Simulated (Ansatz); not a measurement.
# Ca(111) slab, 5 layers: from the cell to its phonons

How does Ca(111) slab, 5 layers vibrate, and is this structure a minimum?

Calculated with Ansatz 0.2.0; DFT LDA, scalar-relativistic, plane waves, PAW.

### 1. The structure

The cell holds 5 atoms: 5 Ca. Its edges and angles: a = 3.889 Å, b = 3.889 Å, c = 25.702 Å, α = 90.0°, β = 90.0°, γ = 120.0°. Vacuum lies along c.

### 2. Relaxation

The cell and atoms are relaxed, since residual forces and stress would shift the frequencies.

The program solves this slab on a cell height of its own, 49.2 Å, in place of the one typed.

Input file input.yaml:

```yaml
crystal:
  lattice:
    - [3.88909, 0.0, 0.0]
    - [-1.94454, 3.36805, 0.0]
    - [0.0, 0.0, 25.70171]
  atoms:
    - { symbol: Ca, position: [0.0, 0.0, 0.252902] }
    - { symbol: Ca, position: [0.333333, 0.666667, 0.376451] }
    - { symbol: Ca, position: [0.666667, 0.333333, 0.5] }
    - { symbol: Ca, position: [0.0, 0.0, 0.623549] }
    - { symbol: Ca, position: [0.333333, 0.666667, 0.747098] }
  periodic: [true, true, false]
kpoints:
  mp_grid: { grid: [9, 9, 1] }
hamiltonian:
  xc: lda
scf:
  occupations: { method: gaussian, width: 0.1 }
output:
  forces: true
  stress: true
  eigenvalues: true
  write_density: true
  write_potential: true
  elf: true
  volumetric_format: npy
relax:
  adjacent_minimum: "off"
  f_tol: 0.005
  max_steps: 80
  cell: { stress_2d_tol: 0.02 }
```

Started as:

```sh
$ ansatz run input.yaml --threads 8 --pin off --max-ram 14336MiB --backend cpu --events-out ev --progress --plain --runs-dir out
```

Numbers of over 12 decimals in the logs are rounded to 6 here.

Log:

```text
Warning: crystal.periodic: the lattice vector that does not repeat stood 0.000° off the slab's normal, 25.702 Å along it as the deck builds it. The run solves the slab on a vector along the normal, 49.203 Å long, with every atom where it was (on the deck's vector they left 13.00 Å outside them, and the widest stretch free of ions among them is 3.18 Å). A fractional position that the run reports is one of the run's ce [...]
Warning: the atoms were moved onto the symmetric positions of the space group found under crystal.symmetry.tolerance 1.0e-5 (fractional; no operation is sought that the atoms, as they stand in a round, miss by more than twice it, and no atom is moved by as much as it), and the run uses the moved positions. Before a round's move an operation carried an atom to 5.39e-6 Å from where it should land, the largest such dist [...]
crystal.periodic: the lattice vector that does not repeat stood 0.000° off the slab's normal, 25.702 Å along it as the deck builds it. The run solves the slab on a vector along the normal, 49.203 Å long, with every atom where it was (on the deck's vector they left 13.00 Å outside them, and the widest stretch free of ions among them is 3.18 Å). A fractional position that the run reports is one of the run's cell, which [...]
Engine: ansatz 0.2.0, aarch64-unknown-linux-gnu
Pseudopotentials: kind: paw
Pseudopotential: Ca, paw, valence charge 10, recommended cutoff 420 eV (normal), Ca.paw.azcp
Functional definition: SPW92
  exchange = slater_x
  correlation = pw_c
Crystal: 5 atoms, lattice volume = 644.498 Å³
Basis set: ecut = 420 eV, 12765 PW (Γ)
Bands: 30, of which v1, the nominal top of the filled ones, is band 25 counted from 1 (24 counted from 0)
Symmetry: 12 space group operations
Space group: P-3m1 (ITA 164), of the structure as read, at distance tolerance 8.6e-5 Å
k-points: 12 of 81
Non-local potential: Ca, projectors of the file, l = 0: 3, l = 1: 2, l = 2: 2
PAW form: soft (Blöchl's): semilocal exchange-correlation on the pseudo side does not see the compensation charge
PAW frozen core: Ca, regenerated for the run's functional, and the local potential with it (the file was generated under x = pbe(κ = 0.804, μ = 0.219515), c = pbe(β = 0.066725))
PAW one-centre angular grid: Ca, 110 points (default); XC on 64 Gauss nodes
Initial density: superposition of atomic densities (neutral atoms: chi_scale 0, normalization atom), corrected by the library's trained network
Initial wavefunctions: pseudopotential atomic-orbital guess
Functional: x = slater, c = lda
SCF iter   1: F=—  HF=-8862.088073 eV  |F-HF|=—  |Δ(HF+E_count)|=         —  Δρ=2.66e-3  dr2=9.16e-1  ethr=1.77e-3  ⟨swp⟩=19.9  Hψ=3065  notcnv=0
preconditioner: auto → LDOS  [metal: Δε(μ)=0.005 eV  Ē_g=1.901 eV  σ=0.100 eV  W_gap=0.03  n_scr=26 (ndim 8)  ℏωp=4.6 eV  f_vac=0.633  D(μ)=10.64/eV (n_scr^D=26)  β→1.0]
SCF iter   2: F=—  HF=-8862.066637 eV  |F-HF|=—  |Δ(HF+E_count)|=   2.14e-2  Δρ=7.95e-4  dr2=3.47e-2  ethr=1.77e-3  ⟨swp⟩=2.0  Hψ=493  notcnv=0
SCF iter   3: F=—  HF=-8862.065985 eV  |F-HF|=—  |Δ(HF+E_count)|=   6.52e-4  Δρ=5.01e-4  dr2=1.22e-2  ethr=6.95e-5  ⟨swp⟩=3.2  Hψ=645  notcnv=0
SCF iter   4: F=—  HF=-8862.065499 eV  |F-HF|=—  |Δ(HF+E_count)|=   4.86e-4  Δρ=1.75e-4  dr2=3.26e-4  ethr=2.44e-5  ⟨swp⟩=2.2  Hψ=589  notcnv=0
SCF iter   5: F=—  HF=-8862.065426 eV  |F-HF|=—  |Δ(HF+E_count)|=   7.32e-5  Δρ=5.10e-5  dr2=7.02e-5  ethr=6.51e-7  ⟨swp⟩=2.8  Hψ=645  notcnv=0
SCF iter   6: F=—  HF=-8862.065491 eV  |F-HF|=—  |Δ(HF+E_count)|=   6.52e-5  Δρ=1.12e-5  dr2=1.63e-6  ethr=1.40e-7  ⟨swp⟩=2.8  Hψ=621  notcnv=0
SCF iter   7: F=—  HF=-8862.065491 eV  |F-HF|=—  |Δ(HF+E_count)|=   4.36e-7  Δρ=4.51e-6  dr2=1.66e-7  ethr=3.26e-9  ⟨swp⟩=2.8  Hψ=632  notcnv=0
SCF iter   8: F=-8862.065491 eV  HF=-8862.065491 eV  |F-HF|=4.07e-8  |Δ(HF+E_count)|=   9.56e-9  Δρ=1.73e-6  dr2=6.03e-8  ethr=2.00e-10  ⟨swp⟩=22.6  Hψ=3477  notcnv=0
SCF 1 converged in 8 iterations: F = -8862.065491 eV  dr2 = 6.03e-8
  greatest PAW one-centre occupation: 0.996 electrons in one spin orbital (limit 2), on the Ca atom at site 4 (counted from 0), in its partial waves of l = 0
relax step   1: F+E_penalty+E_count = -8862.06549124 eV  Δ(F+E_penalty+E_count) = +0.000e0 eV  max|allowed force component| = 1.986e-1 eV/Å  Δτ_max = 0.0000 Å  P = -2.296 N/m  Ω = 644.498 Å³  fix = [c, alpha, beta]  reactions: c +0.000 N/m  (8 SCF iters, dr2 threshold 1.00e-7 eV, accepted)
Crystal: 5 atoms, lattice volume = 632.441 Å³
Basis set: ecut = 420 eV, 12393 PW (Γ)
Initial density: handed on by an earlier stage of this run
Initial wavefunctions: those handed on with the density
iter 1 solved again at ethr=1.73e-3 eV; its pass at ethr=3.10e-3 eV (dr2=8.66e-1 eV) is discarded
SCF iter   1: F=—  HF=-8862.173705 eV  |F-HF|=—  |Δ(HF+E_count)|=         —  Δρ=1.97e-3  dr2=7.58e-1  ethr=1.73e-3  ⟨swp⟩=1.7  Hψ=2666  notcnv=0
preconditioner: auto → LDOS  [metal: Δε(μ)=0.040 eV  Ē_g=1.945 eV  σ=0.100 eV  W_gap=0.22  n_scr=26 (ndim 8)  ℏωp=4.7 eV  f_vac=0.643  D(μ)=7.16/eV (n_scr^D=22)  β→1.0]
SCF iter   2: F=—  HF=-8862.143330 eV  |F-HF|=—  |Δ(HF+E_count)|=   3.04e-2  Δρ=1.11e-3  dr2=2.07e-2  ethr=1.52e-3  ⟨swp⟩=2.8  Hψ=548  notcnv=0
SCF iter   3: F=—  HF=-8862.139580 eV  |F-HF|=—  |Δ(HF+E_count)|=   3.75e-3  Δρ=6.55e-4  dr2=1.08e-2  ethr=4.14e-5  ⟨swp⟩=2.5  Hψ=648  notcnv=0
SCF iter   4: F=—  HF=-8862.138454 eV  |F-HF|=—  |Δ(HF+E_count)|=   1.13e-3  Δρ=1.70e-4  dr2=1.28e-3  ethr=2.16e-5  ⟨swp⟩=2.0  Hψ=526  notcnv=0
SCF iter   5: F=—  HF=-8862.138410 eV  |F-HF|=—  |Δ(HF+E_count)|=   4.40e-5  Δρ=4.84e-5  dr2=7.68e-5  ethr=2.55e-6  ⟨swp⟩=1.9  Hψ=413  notcnv=0
SCF iter   6: F=—  HF=-8862.138476 eV  |F-HF|=—  |Δ(HF+E_count)|=   6.52e-5  Δρ=9.54e-6  dr2=9.61e-7  ethr=1.54e-7  ⟨swp⟩=2.6  Hψ=606  notcnv=0
SCF iter   7: F=-8862.138476 eV  HF=-8862.138476 eV  |F-HF|=2.24e-7  |Δ(HF+E_count)|=   4.13e-7  Δρ=3.90e-6  dr2=2.82e-7  ethr=1.00e-9  ⟨swp⟩=22.2  Hψ=3847  notcnv=0
SCF 2 converged in 7 iterations: F = -8862.138476 eV  dr2 = 2.82e-7
relax step   2: F+E_penalty+E_count = -8862.13847580 eV  Δ(F+E_penalty+E_count) = -7.298e-2 eV  max|allowed force component| = 1.258e-1 eV/Å  Δτ_max = 0.1643 Å  P = -1.336 N/m  Ω = 632.441 Å³  energy of the carried Pulay correction = +4.300e-5 eV  fix = [c, alpha, beta]  reactions: c -0.000 N/m  (7 SCF iters, dr2 threshold 5.00e-7 eV, accepted)
Crystal: 5 atoms, lattice volume = 617.238 Å³
Basis set: ecut = 420 eV, 12081 PW (Γ)
iter 1 solved again at ethr=1.55e-3 eV; its pass at ethr=3.10e-3 eV (dr2=7.77e-1 eV) is discarded
SCF iter   1: F=—  HF=-8862.224983 eV  |F-HF|=—  |Δ(HF+E_count)|=         —  Δρ=2.49e-3  dr2=6.75e-1  ethr=1.55e-3  ⟨swp⟩=1.9  Hψ=2728  notcnv=0
preconditioner: auto → LDOS  [metal: Δε(μ)=0.022 eV  Ē_g=1.967 eV  σ=0.100 eV  W_gap=0.12  n_scr=28 (ndim 8)  ℏωp=4.7 eV  f_vac=0.651  D(μ)=6.11/eV (n_scr^D=20)  β→1.0]
SCF iter   2: F=—  HF=-8862.183188 eV  |F-HF|=—  |Δ(HF+E_count)|=   4.18e-2  Δρ=1.59e-3  dr2=1.41e-1  ethr=1.35e-3  ⟨swp⟩=3.0  Hψ=571  notcnv=0
SCF iter   3: F=—  HF=-8862.171115 eV  |F-HF|=—  |Δ(HF+E_count)|=   1.21e-2  Δρ=5.34e-4  dr2=7.67e-3  ethr=2.81e-4  ⟨swp⟩=2.0  Hψ=650  notcnv=0
SCF iter   4: F=—  HF=-8862.170181 eV  |F-HF|=—  |Δ(HF+E_count)|=   9.34e-4  Δρ=1.15e-4  dr2=2.16e-4  ethr=1.53e-5  ⟨swp⟩=2.5  Hψ=627  notcnv=0
SCF iter   5: F=—  HF=-8862.170256 eV  |F-HF|=—  |Δ(HF+E_count)|=   7.50e-5  Δρ=3.76e-5  dr2=2.85e-5  ethr=4.33e-7  ⟨swp⟩=2.4  Hψ=590  notcnv=0
SCF iter   6: F=—  HF=-8862.170255 eV  |F-HF|=—  |Δ(HF+E_count)|=   1.77e-6  Δρ=1.36e-5  dr2=3.52e-6  ethr=5.70e-8  ⟨swp⟩=3.5  Hψ=697  notcnv=0
SCF iter   7: F=—  HF=-8862.170255 eV  |F-HF|=—  |Δ(HF+E_count)|=   1.16e-7  Δρ=6.72e-6  dr2=1.08e-6  ethr=1.00e-9  ⟨swp⟩=22.3  Hψ=3863  notcnv=0
SCF iter   8: F=-8862.170255 eV  HF=-8862.170255 eV  |F-HF|=1.39e-8  |Δ(HF+E_count)|=   9.15e-8  Δρ=2.19e-6  dr2=8.99e-8  ethr=1.00e-9  ⟨swp⟩=12.5  Hψ=2661  notcnv=0
SCF 3 converged in 8 iterations: F = -8862.170255 eV  dr2 = 8.99e-8
  greatest PAW one-centre occupation: 0.997 electrons in one spin orbital (limit 2), on the Ca atom at site 4 (counted from 0), in its partial waves of l = 0
relax step   3: F+E_penalty+E_count = -8862.17025466 eV  Δ(F+E_penalty+E_count) = -3.178e-2 eV  max|allowed force component| = 7.312e-2 eV/Å  Δτ_max = 0.1910 Å  P = -0.008 N/m  Ω = 617.238 Å³  energy of the carried Pulay correction = +9.841e-5 eV  fix = [c, alpha, beta]  reactions: c -0.000 N/m  (8 SCF iters, dr2 threshold 5.00e-7 eV, accepted)
[...]
relax step   4: F+E_penalty+E_count = -8862.17177887 eV  Δ(F+E_penalty+E_count) = -1.524e-3 eV  max|allowed force component| = 4.114e-2 eV/Å  Δτ_max = 0.0540 Å  P = +0.030 N/m  Ω = 616.513 Å³  energy of the carried Pulay correction = +1.011e-4 eV  fix = [c, alpha, beta]  reactions: c +0.000 N/m  (7 SCF iters, dr2 threshold 3.34e-7 eV, accepted)
[...]
relax step   5: F+E_penalty+E_count = -8862.17262401 eV  Δ(F+E_penalty+E_count) = -8.451e-4 eV  max|allowed force component| = 1.890e-3 eV/Å  Δτ_max = 0.0239 Å  P = +0.007 N/m  Ω = 616.491 Å³  energy of the carried Pulay correction = +1.012e-4 eV  fix = [c, alpha, beta]  reactions: c +0.000 N/m  (6 SCF iters, dr2 threshold 1.06e-7 eV, accepted)
Initial wavefunctions: pseudopotential atomic-orbital guess (no wavefunctions were taken with the density)
iter 1 solved again at ethr=4.22e-7 eV; its pass at ethr=3.10e-3 eV (dr2=2.11e-4 eV) is discarded
SCF iter   1: F=—  HF=-8862.172488 eV  |F-HF|=—  |Δ(HF+E_count)|=         —  Δρ=8.76e-6  dr2=1.27e-7  ethr=4.22e-7  ⟨swp⟩=6.5  Hψ=4432  notcnv=0
eigensolver tolerance schedule: the retry pair's looser diagonalisation over-reported the residual by 1664.39 of it (diagonalisation noise at 0.29 of the residual, at the tolerance the schedule requests for it); recorded, not acted on — ethr = c·dr2/N_el stays at c = 1.0e-1
preconditioner: auto → LDOS  [metal: Δε(μ)=0.012 eV  Ē_g=1.920 eV  σ=0.100 eV  W_gap=0.07  n_scr=28 (ndim 8)  ℏωp=4.7 eV  f_vac=0.647  D(μ)=7.90/eV (n_scr^D=22)  β→1.0]
SCF iter   2: F=—  HF=-8862.172556 eV  |F-HF|=—  |Δ(HF+E_count)|=   6.77e-5  Δρ=2.52e-6  dr2=5.51e-8  ethr=2.53e-10  ⟨swp⟩=4.8  Hψ=1065  notcnv=0
SCF iter   3: F=—  HF=-8862.172556 eV  |F-HF|=—  |Δ(HF+E_count)|=   1.12e-8  Δρ=5.51e-7  dr2=1.83e-9  ethr=1.10e-10  ⟨swp⟩=2.0  Hψ=608  notcnv=0
SCF iter   4: F=—  HF=-8862.172556 eV  |F-HF|=—  |Δ(HF+E_count)|=  3.49e-10  Δρ=2.05e-7  dr2=4.66e-10  ethr=3.66e-12  ⟨swp⟩=3.0  Hψ=666  notcnv=0
SCF iter   5: F=—  HF=-8862.172556 eV  |F-HF|=—  |Δ(HF+E_count)|=  2.18e-11  Δρ=5.75e-8  dr2=4.22e-11  ethr=1.00e-12  ⟨swp⟩=2.1  Hψ=581  notcnv=0
SCF iter   6: F=—  HF=-8862.172556 eV  |F-HF|=—  |Δ(HF+E_count)|=  1.27e-11  Δρ=2.29e-8  dr2=1.63e-11  ethr=1.00e-12  ⟨swp⟩=1.1  Hψ=361  notcnv=0
SCF iter   7: F=-8862.172556 eV  HF=-8862.172556 eV  |F-HF|=0.00e0  |Δ(HF+E_count)|=  1.09e-11  Δρ=1.20e-8  dr2=9.16e-13  ethr=1.00e-12  ⟨swp⟩=11.6  Hψ=2224  notcnv=0
SCF 6 converged in 7 iterations: F = -8862.172556 eV  dr2 = 9.16e-13
relax step   6: F+E_penalty+E_count = -8862.17255602 eV  Δ(F+E_penalty+E_count) = +6.798e-5 eV  max|allowed force component| = 1.946e-3 eV/Å  Δτ_max = 0.0000 Å  P = +0.005 N/m  Ω = 616.491 Å³  fix = [c, alpha, beta]  reactions: c +0.000 N/m  stress off target by 5.20e-3 N/m on what of the cell is left free  SCF on the basis re-selected at this cell (its energy is not comparable with the rows above)  (7 SCF iters)
basis re-selected at this cell: Δ(F+E_penalty+E_count) = +6.798e-5 eV, ΔP = -0.002 N/m vs the last step (what re-selecting the basis moved, of the pressure what is left beyond the Pulay correction that the steps carried, after the strain that the cell walked since its last selection, with what the two solves' SCF thresholds leave and, on support functions, any second-order correction that the steps lacked; it is no m [...]
SCF converged after 7 iterations
Free energy (F): -8862.172556 eV
Harris-Foulkes:  -8862.172556 eV  (|F-HF|=0.00e0)
Internal energy: -8862.133062 eV  (E = F + TS)
E sigma→0 (E₀):  -8862.152809 eV
Entropy (-TS):   -0.039494 eV (-7.899 meV/atom)
Fermi energy:    -2.940288 eV
--- Per-component energies (eV) ---
  E_band       = -1261.728560
  E_kinetic    = 1378.793721
  E_local      = -137034.928647  (includes V_loc(G=0)·N_el)
  E_nonlocal   = 336.488345
  E_hartree    = 67614.328015
  E_xc         = -669.193768
  E_vxc        = -840.974828  (∫ρ·V_xc dr)
  E_paw        = -4081.007868  (= ΣΔE_a)
  E_vpaw       = -329.763039  (= ΣTr[D̂ρ^β])
  E_aug_tail   = -0.000025  (compensation charges beyond the density's cutoff)
  E_ewald      = 63591.971337
  E_core_change = 1.415829  (= ΣΔE_core)
  E_smearing   = -0.039494  (= −TS)
  E_closure    = 0.000000  (closes the sum)
  Σ components = -8862.172556   (vs F -8862.172556, Δ=0.00e0)
--- Forces (eV/Å), atoms counted from 1 ---
  atom   1  Ca    -0.00000000     0.00000000     0.00012705
  atom   2  Ca    -0.00000000     0.00000000    -0.00194632
  atom   3  Ca    -0.00000000    -0.00000000     0.00000000
  atom   4  Ca     0.00000000     0.00000000     0.00194632
  atom   5  Ca     0.00000000    -0.00000000    -0.00012705
  max |Σ_I F_I| component: 1.73e-18 eV/Å
--- 2D stress c σ (N/m, compression-positive) ---
        0.005203      -0.000000       0.000000
       -0.000000       0.005203       0.000000
        0.000000       0.000000       0.000000
  P = ½ c Tr σ = 0.0052 N/m
--- Band table (eV; the first three rows and the last of 12) ---
  k-point 0: bands = [... 21 lower, -6.6973, -6.0617, -5.2448, -4.4384, -2.9291, -2.7007, -2.2538, -1.7032, ... 1 higher]
  k-point 1: bands = [... 21 lower, -6.5016, -5.8722, -5.0619, -4.2564, -2.8983, -2.6220, -2.2156, -1.7235, ... 1 higher]
  k-point 2: bands = [... 21 lower, -5.9427, -5.3369, -4.5555, -3.7688, -2.8358, -2.4418, -2.1472, -1.8595, ... 1 higher]
  k-point 11: bands = [... 21 lower, -3.1701, -3.1701, -3.0700, -2.9631, -2.9631, -2.7323, -2.5453, -2.5453, ... 1 higher]
--- Relaxed structure (5 steps of the walk, 5 accepted, 1 SCFs on fresh bases) ---
  F+E_penalty+E_count = -8862.17255602 eV   max|allowed force component| = 1.946e-3 eV/Å   (the final SCF, on the basis selected at the relaxed cell)
  cell:  # Å, volume = 616.4911 Å³
    - [3.803651, -2.8233331036536757e-6, 0]
    - [-1.901823, 3.294060, 0]
    - [0, 0, 49.20336455032]
  atoms:
    - { symbol: Ca, position: [-1.0362084916006879e-17, -7.586530001421946e-18, 0.139212] }
    - { symbol: Ca, position: [0.333333, 0.666667, 0.199476] }
    - { symbol: Ca, position: [0.666667, 0.333333, 0.261178] }
    - { symbol: Ca, position: [-1.0362084916006877e-17, -7.586530001421946e-18, 0.322881] }
    - { symbol: Ca, position: [0.333333, 0.666667, 0.383144] }
```

Elapsed: 15 s, on 8 threads of Arm Neoverse V2, shared host; peak memory 1.2 GiB.

The steps of the relaxation:

```csv
step,energy less that of the first step (eV),largest force component (eV/Å),volume (Å³)
1,0.0000,0.1986,644.50
2,-0.0730,0.1258,632.44
3,-0.1048,0.0731,617.24
4,-0.1063,0.0411,616.51
5,-0.1071,0.0019,616.49
6*,-0.1071,0.0019,616.49
```

Relaxation steps marked * repeat the geometry before them on a plane-wave basis chosen anew for their cell, so energy and pressure can jump there.

The run keeps the 12 symmetry operations that it works with, so distortions that break them were not tested.

```csv
cell as run,before,after,change
a (Å),3.889,3.804,-2.2 %
b (Å),3.889,3.804,-2.2 %
```

The atoms that moved most (Å, along periodic axes as changes of fractional coordinates times the final cell, across vacuum about the mean position):

```csv
atom,dx,dy,dz,length
Ca5,0.000,0.000,-0.350,0.350
Ca1,0.000,0.000,0.350,0.350
Ca2,0.000,0.000,0.139,0.139
Ca4,0.000,0.000,-0.139,0.139
```

Final coordinates:

```cif
data_structure
_symmetry_space_group_name_H-M 'P 1'
_symmetry_Int_Tables_number 1
_cell_length_a 3.8037
_cell_length_b 3.8037
_cell_length_c 49.2034
_cell_angle_alpha 90.000
_cell_angle_beta 90.000
_cell_angle_gamma 120.000
_cell_volume 616.49
loop_
_atom_site_label
_atom_site_type_symbol
_atom_site_fract_x
_atom_site_fract_y
_atom_site_fract_z
_atom_site_occupancy
Ca1 Ca 0.00000 0.00000 0.13921 1
Ca2 Ca 0.33333 0.66667 0.19948 1
Ca3 Ca 0.66667 0.33333 0.26118 1
Ca4 Ca 0.00000 0.00000 0.32288 1
Ca5 Ca 0.33333 0.66667 0.38314 1
```

Numbers from this step:

```
gap on the k-mesh : 0 eV
area per atom     : 2.506 Å²
```

Electrostatic potential energy in the ac plane at fractional y = 0.667, with atoms of Ca within 0.2 Å of it. With pseudopotentials it is smooth inside the atoms' cores, unlike the true potential.

Ten even steps from '0' (-14 eV) to '9' (0 eV), each cell a mean:
```
99999999999999
99999999999999
99999999999999
99999999999999
99999999999999
99999999999999
99999999999999
99999999999999
99999999999999
99999999999999
99999999999999
99999999999999
99999999999999
99999999999999
63100001368888
77655556778888
78999999876556
78899998875555
76544445678888
64211112468888
67889998765555
99999999998888
99999999999999
99999999999999
```
Columns run along a (3.8 Å; values clipped at the 3rd and 97th percentile), rows up along c (49.2 Å). Atoms in or near the plane, at fractional coordinates: Ca at (0.33, 0.20), Ca at (0.33, 0.38).

Valence density in the ac plane at fractional y = 0.667, with atoms of Ca within 0.2 Å of it. It is the smooth field of the valence electrons, not physical close to the nuclei.

Ten steps, logarithmic in the rise over the least value, from '0' (0.0 e/Å³) to '9' (3.0 e/Å³), each cell a mean:
```
00000000000000
00000000000000
00000000000000
00000000000000
00000000000000
00000000000000
00000000000000
00000000000000
00000000000000
00000000000000
00000000000000
00000000000000
00000000000000
00000000000000
24799997422222
22355553222222
22222222223333
22222222223333
23467764322222
34789997432222
22222222223333
11111111111111
00000000000000
00000000000000
```
Columns run along a (3.8 Å), rows up along c (49.2 Å). Atoms in or near the plane, at fractional coordinates: Ca at (0.33, 0.20), Ca at (0.33, 0.38).

ELF in the ac plane at fractional y = 0.667, with atoms of Ca within 0.2 Å of it. It is the smooth field of the valence electrons, not physical close to the nuclei.

Ten even steps from '_' (0.00) to '@' (0.62), each cell a mean:
```
____________________________
____________________________
____________________________
____________________________
____________________________
____________________________
____________________________
____________________________
____________________________
____________________________
____________________________
____________________________
____________________________
::::............::::--------
::--##@@@@@@@@##==::--####==
----==********==----==++++==
--==**%%@@@@%%**==::::::::::
::--++%%@@@@%%++--::::::::..
----++**####**++----==++++==
::==##%%%%%%%%##==--==****==
::--++%%@@@@%%++--::..::::::
--==**########**++----::::--
____________________________
____________________________
```
Columns run along a (3.8 Å), rows up along c (49.2 Å). Atoms in or near the plane, at fractional coordinates: Ca at (0.33, 0.20), Ca at (0.33, 0.38).

(Continued in part 2 of 2.)

[Logs are printed without paths, hosts, clocks, repeated set-up lines and the standing remarks that a program may print on its own settings, such as how far it seeks lower states.]

[Hosts, paths, dates, database ids (printed as entryN), source tags and the programs' standing remarks are cut or masked in the printed files.]
